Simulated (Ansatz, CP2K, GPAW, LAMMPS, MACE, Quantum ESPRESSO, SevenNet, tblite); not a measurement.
**tblite on amorphous Ge (66 atoms): settings against a plane-wave reference**

Wanted: tblite inputs and outputs for amorphous Ge (66 atoms), checked against a plane-wave reference.

Main program and level: tblite 0.8.0; the method is named at each step.

### Step 1. The starting structure

The cell holds 66 atoms: 66 Ge. Its edges and angles: a = 11.531 Å, b = 11.531 Å, c = 11.531 Å, α = 90.0°, β = 90.0°, γ = 90.0°. 66 atoms (66 Ge) placed at random at 5.19 g/cm³, melted at 3500 K for 10 ps at fixed volume with the Tersoff potential (Tersoff, Phys. Rev. B 39, 5566 (1989)). Quenched from 3500 K to 300 K at 5 K/ps and fixed volume, held 5 ps, then minimised at fixed cell.

The yardstick, on the same geometry:

- method: Kohn-Sham DFT, PBE, PAW, plane waves (Ansatz 0.2.0); cutoff 420 eV, Γ point, fermi-dirac smearing of 0.05 eV; PAW set soft_2
- r.m.s. force component: 0.2307 eV/Å
- longest force: 0.7496 eV/Å
- pressure: 3.016 GPa
- SCF cycles: 10
- time: 41 s on 4 threads of Intel Xeon Platinum 8259CL at 2.50GHz (Skylake/Cascade Lake), shared host
- CPU time: 2.4 min

### Step 2. GFN1-xTB

Method: GFN1-xTB tight binding, diagonalisation.

Contents of run.py:

```python
import numpy as np
from ase.io import read
from tblite.ase import TBLite

atoms = read("structure.xyz")
atoms.calc = TBLite(method="GFN1-xTB", electronic_temperature=580, accuracy=1.0, max_iterations=250, mixer_damping=0.1, verbosity=1)
energy = atoms.get_potential_energy()
forces = atoms.get_forces()
print(f"energy {energy:.6f} eV")
print("forces (eV/A)")
for i, (a, f) in enumerate(zip(atoms, forces)):
    print(f"{i:4d} {a.symbol:2s} {f[0]:10.5f} {f[1]:10.5f} {f[2]:10.5f}")
stress = -atoms.get_stress(voigt=False) * 160.21766
print("stress (GPa, compression positive)")
for row in stress:
    print(" ".join(f"{x:10.4f}" for x in row))
print("charges (e)")
print(np.array2string(atoms.get_charges(), precision=4, suppress_small=True, max_line_width=110, threshold=100000))
```

Contents of structure.xyz:

```xyz
66
Lattice="11.53150 0.00000 0.00000 0.00000 11.53150 0.00000 0.00000 0.00000 11.53150" Properties=species:S:1:pos:R:3 pbc="T T T"
Ge 8.95479 7.46249 11.02677
Ge 5.30172 0.69177 1.13389
Ge 3.77945 4.35579 9.07379
Ge 8.16349 11.32774 3.66794
Ge 11.45458 5.76771 8.79138
Ge 2.11384 8.92423 8.53446
Ge 5.20474 6.58137 9.39552
Ge 1.53450 5.97251 0.48894
Ge 6.99778 6.42893 1.66019
Ge 4.41622 0.09721 7.66660
Ge 5.71317 0.37339 3.61132
Ge 0.48917 3.46452 3.43028
Ge 0.89438 7.52926 10.13561
Ge 4.04513 10.06608 3.99959
Ge 2.78590 11.07093 9.44845
Ge 4.02380 10.39841 11.51340
Ge 2.44918 3.86040 11.16906
Ge 10.83592 7.78296 3.22963
Ge 3.09563 3.25488 3.73851
Ge 8.94072 1.27515 1.84769
Ge 1.09642 2.41170 7.15299
Ge 5.14432 9.36081 6.19357
Ge 6.04896 3.21348 0.30455
Ge 3.75074 5.63913 3.93339
Ge 10.83223 9.12453 11.01385
Ge 6.60409 10.06908 8.40692
Ge 1.81863 4.67176 7.67491
Ge 7.87705 3.44642 2.00740
Ge 10.34283 11.02181 9.35389
Ge 8.46078 8.90912 3.23620
Ge 7.41787 8.81018 0.88746
Ge 2.48942 6.29424 5.92638
Ge 3.45541 6.69888 1.71047
Ge 8.43806 4.24936 8.61599
Ge 6.20003 6.07226 3.98298
Ge 10.12270 10.18185 7.06823
Ge 7.71065 6.61770 9.00749
Ge 0.22867 11.34146 3.25361
Ge 9.05776 4.16599 6.15263
Ge 7.97403 0.26834 9.60908
Ge 10.23778 4.26077 10.31031
Ge 3.88323 7.67064 7.46688
Ge 11.28484 5.58517 2.16815
Ge 10.07484 6.41417 6.83322
Ge 5.29976 2.41297 5.11976
Ge 7.04494 8.08324 5.11214
Ge 7.21872 3.94089 4.44193
Ge 3.01180 9.11507 1.84585
Ge 2.93119 1.43971 5.86965
Ge 11.36764 1.74103 1.76524
Ge 10.04428 0.25934 5.13832
Ge 6.94139 2.54154 9.48454
Ge 7.54714 11.34215 0.41675
Ge 10.82877 2.61027 5.50791
Ge 5.11999 2.53485 7.84684
Ge 0.30535 7.37532 5.43295
[... 6 atom lines left out ...]
Ge 1.97823 10.95527 4.92199
Ge 3.72329 2.71671 1.37963
Ge 0.75151 0.99817 9.22428
Ge 9.24988 5.28108 0.88112
```

Run with:

```console
$ OMP_NUM_THREADS=1 python run.py > output.txt
```

What it wrote:

```text
------------------------------------------------------------
  cycle        total energy    energy error   density error
------------------------------------------------------------
      1     -105.4768694422  -1.0537230E+02   3.7497778E-01
      2     -110.5869300105  -5.1100606E+00   2.3581389E-01
      3     -111.2414114575  -6.5448145E-01   1.9695103E-01
      4     -111.0887309492   1.5268051E-01   1.7888931E-01
      5     -111.0578783745   3.0852575E-02   5.4366452E-02
      6     -111.3955383269  -3.3765995E-01   1.6762576E-02
      7     -111.4066317780  -1.1093451E-02   9.9351790E-03
      8     -111.4117458228  -5.1140449E-03   7.5242158E-03
      9     -111.4124822937  -7.3647088E-04   4.7799962E-03
     10     -111.4126086743  -1.2638061E-04   1.3269307E-03
     11     -111.4127695623  -1.6088800E-04   6.1336440E-04
     12     -111.4127798524  -1.0290070E-05   4.9705869E-04
     13     -111.4127796710   1.8139440E-07   3.2865630E-04
     14     -111.4127795699   1.0109923E-07   1.4507447E-04
     15     -111.4127814216  -1.8516860E-06   6.0569900E-05
     16     -111.4127815016  -7.9999438E-08   4.9307928E-05
     17     -111.4127814960   5.5919713E-09   2.8413084E-05
     18     -111.4127815052  -9.1872323E-09   1.0756076E-05
------------------------------------------------------------
 total:                                  18.426 sec
energy -3031.696206 eV
forces (eV/A)
   0 Ge    0.02421    0.18653    0.27908
   1 Ge   -0.11153    0.04021    0.22312
   2 Ge   -0.01603   -0.23255   -0.03316
   3 Ge   -0.24071    0.22257    0.20413
   4 Ge   -0.00563    0.23419   -0.06718
   5 Ge    0.08196   -0.02161    0.24477
   6 Ge    0.11460    0.28590    0.12813
   7 Ge   -0.14088   -0.00019   -0.16121
   8 Ge    0.09324    0.31749    0.11769
   9 Ge    0.22527    0.33181    0.06173
  10 Ge    0.01438    0.05932   -0.14331
  11 Ge   -0.19589    0.39694   -0.09363
  12 Ge    0.21944    0.01779   -0.17673
  13 Ge   -0.06172   -0.28649    0.09364
  14 Ge    0.03785    0.22156    0.19780
  15 Ge   -0.11255   -0.02235   -0.06770
  16 Ge    0.00142   -0.11270   -0.15438
  17 Ge   -0.08123   -0.42554    0.03891
  18 Ge    0.06889   -0.18467   -0.10943
  19 Ge    0.01146    0.02233    0.11516
  20 Ge   -0.18361   -0.25049    0.09805
  21 Ge    0.13886   -0.11615   -0.25695
  22 Ge   -0.25709    0.26233    0.26304
  23 Ge    0.00917    0.14235   -0.24945
[...]
58 Ge   -0.19031    0.07048    0.00051
  59 Ge    0.15489   -0.26721   -0.07907
  60 Ge    0.12354   -0.22276   -0.11051
  61 Ge   -0.19673   -0.21673    0.15581
  62 Ge    0.14648    0.16814   -0.38017
  63 Ge    0.38988   -0.39853   -0.11014
  64 Ge    0.05680   -0.07795   -0.05957
  65 Ge   -0.06369   -0.12715   -0.14589
stress (GPa, compression positive)
    4.6152     0.1744     0.2857
    0.1744     4.6328     0.8718
    0.2857     0.8718     2.5561
charges (e)
[ 0.0246  0.0276  0.04   -0.0312 -0.0472 -0.0465  0.0081 -0.0151  0.1394 -0.0246 -0.0074 -0.0132 -0.0398
 -0.0601 -0.0433 -0.0287 -0.024  -0.0315  0.0622 -0.0619 -0.0259  0.0817  0.0116 -0.0264  0.0334  0.0513
 -0.0427 -0.006   0.0327  0.0543 -0.0866  0.0361 -0.0293 -0.0095 -0.041  -0.0178  0.0475 -0.0177  0.0064
 -0.0349 -0.012  -0.0305  0.0052  0.0201  0.0679 -0.0447 -0.0079  0.0523  0.0655 -0.0323  0.0303 -0.0018
  0.0608  0.0019 -0.0121 -0.0589 -0.0169  0.0058  0.0045  0.037   0.0363  0.0138 -0.0423  0.0097  0.0098
 -0.0064]
```

It took 19 s on 1 thread of Intel Xeon Platinum 8259CL at 2.50GHz (Skylake/Cascade Lake), shared host; peak memory 0.14 GiB.

Banners, paths, timers and routine set-up lines are dropped from the logs unmarked, and long logs keep their key lines alone; longer cuts are marked.

Compared with the plane-wave run:

- r.m.s. force component: 0.1796 eV/Å
- r.m.s. difference of force components: 122.1 meV/Å
- longest difference of force vectors: 515 meV/Å
- force difference over r.m.s. force: 52.92 %
- slope of forces against the reference's: 0.6632
- correlation of force components: 0.8517
- pressure: 3.935 GPa
- pressure difference: 0.9189 GPa

A closer look about Ge64, which bears the longest force: 9 atoms, nearest first, numbered in the order of the input, with positions taken from that point.

```tsv
atom	x	y	z	distance (Å)	bonds	Mulliken charge (e)	Fx	Fy	Fz (eV/Å)
Ge64	0.00	0.00	0.00	0.00	4	0.01	0.390	-0.399	-0.110
Ge17	-1.27	1.14	-1.74	2.44	4	-0.02	0.001	-0.113	-0.154
Ge19	-0.63	0.54	2.36	2.50	5	0.06	0.069	-0.185	-0.109
Ge2	1.58	-2.02	-0.25	2.58	5	0.03	-0.112	0.040	0.223
Ge23	2.33	0.50	-1.08	2.61	5	0.01	-0.257	0.262	0.263
Ge61	1.48	2.94	-1.16	3.49	4	0.04	0.124	-0.223	-0.111
Ge11	1.99	-2.34	2.23	3.80	4	-0.01	0.014	0.059	-0.143
Ge62	-3.33	-0.13	-1.91	3.84	4	0.01	-0.197	-0.217	0.156
Ge24	0.03	2.92	2.55	3.88	4	-0.03	0.009	0.142	-0.249
```

Atoms are counted from 1 here, from 0 in the log.

Forces lie 53 % from the reference's, at 0.14 times its CPU time (on 1 against 4 cores).

### Step 3. What came out

```yaml
force_difference_from_the_reference: tblite GFN1-xTB, 53 %
its_cpu_time: 19 s
```

Tight binding differs by 53 % (tblite GFN1-xTB); it is another model, with fitted parameters of its own, and the xTB methods hold dispersion. One electronic-structure run takes under half the reference's CPU time: tblite GFN1-xTB, at 53 % in 19 s against 2.4 min. Periodic xTB results under one method name differ between programs and library versions. The quench rate of 5 K/ps is many orders above laboratory rates, so the cell is likely richer in defects and strain than a real sample. The network of bonds at the start is that of the classical potential that made the cell, and needn't be the one that DFT or experiment would give. The reference's pressure of 3.0 GPa belongs to a cell and atoms that aren't relaxed at this level. The electronic-structure runs sample only Γ, in a cell whose shortest periodic width is 12 Å, which is coarse for a cell with partly filled levels.

[Also dropped from logs without a mark: logging warnings of Python, and SIESTA's first energy breakdown and zero terms.]

[Logs are printed without paths, hosts, clocks, repeated set-up lines and the standing remarks that a program may print on its own settings, such as how far it seeks lower states.]

[Hosts, paths, dates, database ids (printed as entryN), source tags and the programs' standing remarks are cut or masked in the printed files.]
